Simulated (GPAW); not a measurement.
# Work function of VGe2P4 monolayer at several levels, part 2 of 2

Wanted: work functions and dipole of VGe2P4 monolayer, with the cost of each level.

GPAW 26.7.0; GPAW, PAW setups; layer in a repeated cell with vacuum, relaxation of atoms and in-plane cell (the session's first sound run).

So far, upper work function (eV): step 3 (the slab's potential, PBE, GPAW) 5.43; step 4 (self-consistent run: xc = "vdW-DF2", GPAW, PAW setups, GPAW) 5.72; step 5 (self-consistent run: xc = "revPBE") 5.34; step 6 (OptPBE vdW: xc = "optPBE-vdW", GPAW, PAW setups, GPAW) 5.61.

### 7. Self-consistent run: xc = "LDA"

Level of this step: GPAW, PAW setups; slab in vacuum (GPAW).

The same geometry under LDA, to see how far the functional moves the levels against the vacuum.

Input file run.py:

```python
import json
import numpy as np
from ase import Atoms
from gpaw import GPAW, PW

slab = Atoms(
    ['P', 'Ge', 'P', 'V', 'P', 'Ge', 'P'],
    positions=[
        [-0.00000, -0.00000, 8.00000],
        [-0.00000, 2.06028, 9.09746],
        [-0.00000, 2.06028, 11.46176],
        [0.00000, 0.00000, 12.78174],
        [-0.00000, 2.06028, 14.10173],
        [-0.00000, 2.06028, 16.46603],
        [-0.00000, 0.00000, 17.56349]],
    cell=[[3.56851, 0.0, 0.0], [-1.78425, 3.09042, 0.0], [0.0, 0.0, 25.5635]],
    pbc=[True, True, False],
    magmoms=[0.0, 0.0, 0.0, 1.0, 0.0, 0.0, 0.0])

slab.calc = GPAW(mode=PW(400), xc='LDA', kpts={'size': (9, 9, 1), 'gamma': True},
                 occupations={'name': 'fermi-dirac', 'width': 0.05}, nbands='200%',
                 convergence={'density': 1e-05}, maxiter=200,
                 poissonsolver={'dipolelayer': 'xy'},
                 symmetry={'tolerance': 1e-3}, txt='slab.txt')
result = {}
energy = slab.get_potential_energy()
fermi = slab.calc.get_fermi_level()
v = slab.calc.get_electrostatic_potential().mean((0, 1)) - fermi
n = slab.calc.get_pseudo_density().mean((0, 1))
L = slab.cell[2, 2]
z = np.arange(len(v)) * L / len(v)
low, high = slab.positions[:, 2].min(), slab.positions[:, 2].max()
below, above = np.interp([low - 5.8, high + 5.8], z, v)
slopes = [np.interp(x, z, np.gradient(v, z)) for x in (low - 5.8, high + 5.8)]
eps = np.array([[slab.calc.get_eigenvalues(k, s) for k in range(len(slab.calc.get_ibz_k_points()))]
                for s in range(slab.calc.get_number_of_spins())]) - fermi
top, bottom = eps[eps < 0].max(), eps[eps > 0].min()
dipole = slab.get_dipole_moment()[2]
print(f'energy {energy:.4f} eV, Fermi level {fermi:.4f} eV, dipole {dipole:.5f} e A')
print(f'potential 5.8 A off the faces, from the Fermi level: lower {below:.4f} eV, upper {above:.4f} eV')
print(f'slope of the potential there: lower {slopes[0]:.5f}, upper {slopes[1]:.5f} eV/A')
print(f'nearest levels on the mesh: {top:.4f} and {bottom:.4f} eV')
print('magnetic moment', round(slab.get_magnetic_moment(), 3))
result.update(energy=energy, fermi=fermi, dipole=dipole, below=below, above=above, slopes=slopes, edges=[top, bottom],
              z=z.tolist(), v=v.tolist(), n=n.tolist(), positions=slab.positions.tolist(),
              forces=slab.get_forces(apply_constraint=False).tolist(), moments=slab.get_magnetic_moments().tolist())
json.dump(result, open('result.json', 'w'))
```

Launch:

```console
$ OMP_NUM_THREADS=1 OPENBLAS_NUM_THREADS=1 python run.py
```

Log:

```text
energy -44.6287 eV, Fermi level -0.2606 eV, dipole 0.00144 e A
potential 5.8 A off the faces, from the Fermi level: lower 5.6951 eV, upper 5.6987 eV
slope of the potential there: lower -0.00011, upper 0.00011 eV/A
nearest levels on the mesh: -0.0050 and 0.0118 eV
magnetic moment 0.532
```

Run time: 3.1 min. Hardware: 1 thread of Arm Neoverse V1, shared host; peak memory 0.31 GiB.

This step gave:

* dipole along the normal: 0.001435 e·Å
* levels nearest the Fermi level on the mesh: -0.004979, 0.01180 eV from the Fermi level
* upper work function: 5.699 eV
* lower work function: 5.695 eV
* site moments: 1.11e-4, 0.002679, -0.01708, 0.4697, -0.01708, 0.002679, 1.11e-4 μB
* sum of the site moments: 0.4411 μB

The electrostatic potential energy of an electron (without an applied field's), less the Fermi level, planar mean oscillates, so the rows of the table below give means over windows of 1.81 Å about each position, cut where the curve ends. Its maxima inside the range that stand out by 2 % of the span (Å: eV): 8.5: -9.44, 10.3: 2.54, 12.1: -5.28, 13.4: -5.28, 15.2: 2.54, 17.0: -9.43. Its minima: 8.1: -13.0, 9.1: -14.1, 11.5: -11.5, 12.8: -11.0, 14.1: -11.5, 16.5: -14.1, 17.5: -13.0.

The electrostatic potential energy of an electron (without an applied field's), less the Fermi level, planar mean by z; means over each step:

| z (Å) | electrostatic potential energy of an electron (without an applied field's), less the Fermi level, planar mean (eV) |
| --- | --- |
| 0.91 | 5.70 |
| 2.71 | 5.69 |
| 4.52 | 5.69 |
| 6.33 | 4.80 |
| 8.14 | -9.18 |
| 9.95 | -2.61 |
| 11.76 | -7.59 |
| 13.57 | -8.53 |
| 15.38 | -1.37 |
| 17.20 | -10.7 |
| 19.00 | 4.04 |
| 20.81 | 5.69 |
| 22.62 | 5.70 |
| 24.43 | 5.70 |

The upper face's work function is 5.699 eV, against 5.434 eV in the first plane-wave PBE run at this geometry.

### 8. Self-consistent run: xc = "RPBE"

The same geometry under RPBE, to see how far the functional moves the levels against the vacuum.

run.py, as its differences from that of step 7:

```diff
@@ -19,3 +19,3 @@
 
-slab.calc = GPAW(mode=PW(400), xc='LDA', kpts={'size': (9, 9, 1), 'gamma': True},
+slab.calc = GPAW(mode=PW(400), xc='RPBE', kpts={'size': (9, 9, 1), 'gamma': True},
                  occupations={'name': 'fermi-dirac', 'width': 0.05}, nbands='200%',
```

Log:

```text
energy -37.5656 eV, Fermi level 0.1431 eV, dipole 0.00141 e A
potential 5.8 A off the faces, from the Fermi level: lower 5.3436 eV, upper 5.3473 eV
slope of the potential there: lower -0.00011, upper 0.00011 eV/A
nearest levels on the mesh: -0.0221 and 0.0067 eV
magnetic moment 0.898
```

It took 3.9 min on 1 thread; peak memory 0.32 GiB.

This step gave:

```yaml
dipole_along_the_normal: 0.001410 e·Å
levels_nearest_the_fermi_level_on_the_mesh: -0.02207, 0.006737 eV from the Fermi level
upper_work_function: 5.347 eV
lower_work_function: 5.344 eV
site_moments: 0.001644, 0.006275, -0.04080, 0.8107, -0.04080, 0.006275, 0.001644 μB
sum_of_the_site_moments: 0.7450 μB
```

The electrostatic potential energy of an electron (without an applied field's), less the Fermi level, planar mean oscillates, so the rows of the table below give means over windows of 1.81 Å about each position, cut where the curve ends. Its maxima inside the range that stand out by 2 % of the span (Å: eV): 8.5: -9.89, 10.3: 2.05, 12.1: -5.80, 13.4: -5.80, 15.2: 2.05, 17.0: -9.89. Its minima: 8.1: -13.4, 9.1: -14.5, 11.5: -12.0, 12.8: -11.6, 14.1: -12.0, 16.5: -14.5, 17.5: -13.4.

Electrostatic potential energy of an electron (without an applied field's), less the Fermi level, planar mean against z; means over each step:

| z (Å) | electrostatic potential energy of an electron (without an applied field's), less the Fermi level, planar mean (eV) |
| --- | --- |
| 0.91 | 5.34 |
| 2.71 | 5.34 |
| 4.52 | 5.34 |
| 6.33 | 4.45 |
| 8.14 | -9.60 |
| 9.95 | -3.13 |
| 11.76 | -8.07 |
| 13.57 | -9.03 |
| 15.38 | -1.88 |
| 17.20 | -11.2 |
| 19.00 | 3.69 |
| 20.81 | 5.34 |
| 22.62 | 5.35 |
| 24.43 | 5.35 |

The upper face's work function is 5.347 eV, against 5.434 eV in the first plane-wave PBE run at this geometry.

### 9. Real-space grid: mode = "fd"

A real-space grid is a second complete basis, so it checks the plane-wave result.

run.py, as its differences from that of step 8:

```diff
@@ -3,3 +3,3 @@
 from ase import Atoms
-from gpaw import GPAW, PW
+from gpaw import GPAW
 
@@ -19,3 +19,3 @@
 
-slab.calc = GPAW(mode=PW(400), xc='RPBE', kpts={'size': (9, 9, 1), 'gamma': True},
+slab.calc = GPAW(mode='fd', h=0.18, xc='PBE', kpts={'size': (9, 9, 1), 'gamma': True},
                  occupations={'name': 'fermi-dirac', 'width': 0.05}, nbands='200%',
```

Log:

```text
energy -39.9704 eV, Fermi level -5.4333 eV, dipole -0.00021 e A
potential 5.8 A off the faces, from the Fermi level: lower 5.4315 eV, upper 5.4351 eV
slope of the potential there: lower -0.00001, upper 0.00001 eV/A
nearest levels on the mesh: -0.0726 and 0.0542 eV
magnetic moment 0.851
```

Run time: 9.1 min. Hardware: 1 thread; peak memory 0.94 GiB.

This step gave:

```yaml
dipole_along_the_normal: -2.07e-4 e·Å
levels_nearest_the_fermi_level_on_the_mesh: -0.07262, 0.05424 eV from the Fermi level
upper_work_function: 5.435 eV
lower_work_function: 5.431 eV
site_moments: 0.001456, 0.005574, -0.03495, 0.7609, -0.03495, 0.005574, 0.001456 μB
sum_of_the_site_moments: 0.7050 μB
```

The upper face's work function is 5.435 eV, against 5.434 eV in the first plane-wave PBE run at this geometry.

### 10. Atomic orbitals: mode = "lcao"

Atom-centred orbitals end a few angstrom from the surface, which tests how much the density's tail matters.

run.py, as its differences from that of step 9:

```diff
@@ -19,4 +19,4 @@
 
-slab.calc = GPAW(mode='fd', h=0.18, xc='PBE', kpts={'size': (9, 9, 1), 'gamma': True},
-                 occupations={'name': 'fermi-dirac', 'width': 0.05}, nbands='200%',
+slab.calc = GPAW(mode='lcao', basis='dzp', h=0.18, xc='PBE', kpts={'size': (9, 9, 1), 'gamma': True},
+                 occupations={'name': 'fermi-dirac', 'width': 0.05}, nbands='120%',
                  convergence={'density': 1e-05}, maxiter=200,
```

Log:

```text
energy -38.6700 eV, Fermi level -5.2169 eV, dipole -0.00021 e A
potential 5.8 A off the faces, from the Fermi level: lower 5.2151 eV, upper 5.2187 eV
slope of the potential there: lower 0.00000, upper 0.00000 eV/A
nearest levels on the mesh: -0.0794 and 0.0656 eV
magnetic moment 0.843
```

The job ended after 4.8 min (1 thread; peak memory 0.35 GiB).

Numbers from this step:

| Quantity | Value |
| --- | --- |
| levels nearest the Fermi level on the mesh | -0.07941, 0.06565 eV from the Fermi level |
| upper work function | 5.219 eV |
| lower work function | 5.215 eV |
| site moments | 0.001377, 0.005621, -0.03745, 0.7609, -0.03745, 0.005621, 0.001377 μB |
| sum of the site moments | 0.7000 μB |

The upper face's work function is 5.219 eV, against 5.434 eV in the first plane-wave PBE run at this geometry.

### 11. All levels side by side

Times are for 1 thread of Arm Neoverse V1, shared host. The series side by side:

| no. | run | upper work function (eV) | lower work function (eV) | time | memory (GiB) |
| --- | --- | --- | --- | --- | --- |
| 1 | pw | 5.434 | 5.430 | 3.7 min | 0.32 |
| 2 | vdW DF2 | 5.720 | 5.717 | 3.5 min | 0.53 |
| 3 | revPBE | 5.345 | 5.341 | 3.7 min | 0.32 |
| 4 | optPBE vdW | 5.611 | 5.607 | 3.4 min | 0.53 |
| 5 | LDA | 5.699 | 5.695 | 3.1 min | 0.31 |
| 6 | RPBE | 5.347 | 5.344 | 3.9 min | 0.32 |
| 7 | fd | 5.435 | 5.431 | 9.1 min | 0.94 |
| 8 | lcao | 5.219 | 5.215 | 4.8 min | 0.35 |

### 12. Side by side

Results and costs are gathered.

This step: comparison of work functions, dipole and cost (GPAW 26.7.0).

Ladder, by row:

| step | code | work function, upper (eV) | work function, lower (eV) | dipole (e Å) | wall time (s) | peak memory (GiB) | threads |
| --- | --- | --- | --- | --- | --- | --- | --- |
| pw | GPAW | 5.434 | 5.43 | 0.001416 | 223.6 | 0.32 | 1 |
| vdW-DF2 | GPAW | 5.72 | 5.717 | 0.001412 | 207.4 | 0.53 | 1 |
| revPBE | GPAW | 5.345 | 5.341 | 0.001411 | 224.1 | 0.32 | 1 |
| optPBE-vdW | GPAW | 5.611 | 5.607 | 0.001412 | 201.4 | 0.53 | 1 |
| LDA | GPAW | 5.699 | 5.695 | 0.001435 | 184.8 | 0.31 | 1 |
| RPBE | GPAW | 5.347 | 5.344 | 0.00141 | 233.1 | 0.32 | 1 |
| fd | GPAW | 5.435 | 5.431 | -2.07e-4 | 544.1 | 0.94 | 1 |
| lcao | GPAW | 5.219 | 5.215 | -2.07e-4 | 289.4 | 0.35 | 1 |

### 13. Outcome

| Property | Result |
| --- | --- |
| work function, both faces | 5.43 eV |
| dipole along the normal | 0.0014 e Å, near the numerical noise |

In words: With plane waves and PBE the work function is 5.43 eV on the upper face and 5.43 eV on the lower. Over the sound runs of the table the upper face's work function spans 5.219 (lcao) to 5.720 eV (vdW-DF2). Atomic orbitals miss the plane-wave value by -0.22 eV, since they describe the tail of the density in the vacuum poorly. The small printed dipole stands for a step of -23 meV from the lower to the upper face, and the probes find 3.6 meV; values this small are near the numerical noise of both. One magnetic start was tried; another order may lie lower. The layer's cell and atoms come from the relaxation; spin-orbit coupling and temperature are left out.

[Logs are printed without paths, hosts, clocks, repeated set-up lines and the standing remarks that a program may print on its own settings, such as how far it seeks lower states.]

[Hosts, paths, dates, database ids (printed as entryN), source tags and the programs' standing remarks are cut or masked in the printed files.]
